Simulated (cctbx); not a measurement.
## Occupancies in ScGaS3

Cell a = 4.0940 Å, b = 4.0940 Å, c = 14.3420 Å, α = 90.00°, β = 90.00°, γ = 120.00°; space group P6_3/mmc (no. 194); nominal formula ScGaS3.

The data are simulated with cctbx, not measured: Mo Kα, λ = 0.71073 Å, to d = 0.75 Å, 70 % of the full sphere, strongest reflection 70000 counts, noise from counting, a 4 % proportional error and a noise floor of 8 counts (s.d.); no absorption.

With every site full:

```text
Rint 0.032, 130 unique reflections to 0.75 A
cycle     R1     wR2    GooF  max shift (A)
   1  0.1314  0.3310  17.438   0.00135
   2  0.0248  0.0883   4.652   0.00002
final R1 0.0248 wR2 0.0883 GooF 4.652  parameters 9  data/parameter 14.4
atom        x        y        z      Ueq    occ   su(xyz)  su(Uiso or U11)
Ga1    0.33333  0.66667  0.25000   0.0289  1.000  0.00000  0.0006
Sc1    0.00000  0.00000  0.00000   0.0176  1.000  0.00000  0.0006
S1     0.33333  0.66667  0.08031   0.0302  1.000  0.00017  0.0007
S2     0.00000  0.00000  0.25000   0.0360  1.000  0.00000  0.0010
difference map: max 0.82 min -1.21 rms 0.14
Q1    0.3333  0.6667  0.2500    2    0.82  0.00 A from Ga1
Q2    0.0000  0.0000  0.0000    2    0.55  0.00 A from Sc1
Q3    0.2810  0.5619  0.0896   12    0.32  0.39 A from S1
Q4    0.1482  0.2964  0.2176   12    0.21  1.15 A from S2
Q5    0.3333  0.6667  0.1495    4    0.17  0.99 A from S1
Q6    0.0053  0.5027  0.6308   12    0.17  1.40 A from S1
```

With the occupancies of the suspect sites free, each still typed as its main element:

```text
Rint 0.032, 130 unique reflections to 0.75 A
cycle     R1     wR2    GooF  max shift (A)
   1  0.1978  0.3978  21.041   0.00037
  10  0.0075  0.0179   0.944   0.00001
final R1 0.0075 wR2 0.0178 GooF 0.942  parameters 10  data/parameter 13.0
atom        x        y        z      Ueq    occ   su(xyz)  su(Uiso or U11)
Ga1    0.33333  0.66667  0.25000   0.0300  1.000  0.00000  0.0001
Sc1    0.00000  0.00000  0.00000   0.0188  1.000  0.00000  0.0001
S1     0.33333  0.66667  0.08038   0.0315  1.000  0.00003  0.0002
S2     0.00000  0.00000  0.25000   0.0289  0.847  0.00000  0.0003
su of occupancy S2: 0.003
difference map: max 0.17 min -0.17 rms 0.04
Q1    0.1659  0.3319  0.2125   12    0.17  1.29 A from S2
Q2    0.3333  0.6667  0.1482    4    0.15  0.97 A from S1
Q3    0.1733  0.3466  0.5379   12    0.13  1.34 A from Sc1
Q4    0.0997  0.1994  0.0879   12    0.11  1.44 A from Sc1
Q5    0.0265  0.5133  0.6317   12    0.11  1.47 A from S1
Q6    0.1801  0.3603  0.1211   12    0.10  1.23 A from S1
```

**Question.** What is the disorder?

X-rays count electrons. S2 refines to 0.847(0.003), or 13.6 electrons; the site truly holds 0.85 S, 13.6 electrons, which is 0.850 of S. A value under 1 can't tell vacancies from a lighter guest, and one over 1 needs a heavier guest; chemistry or a second radiation must settle which. Occupancy correlates with U and the scale, so the match is approximate.

Freeing them takes R1 from 0.0248 to 0.0075 and GooF from 4.65 to 0.94.

The model was made for the exercise: a known structure type with other elements put in, its volume estimated, not relaxed; displacement parameters are assumed.

[Middle refinement cycles are left out of these outputs.]

[Logs are printed without paths, hosts, clocks, repeated set-up lines and the standing remarks that a program may print on its own settings, such as how far it seeks lower states.]
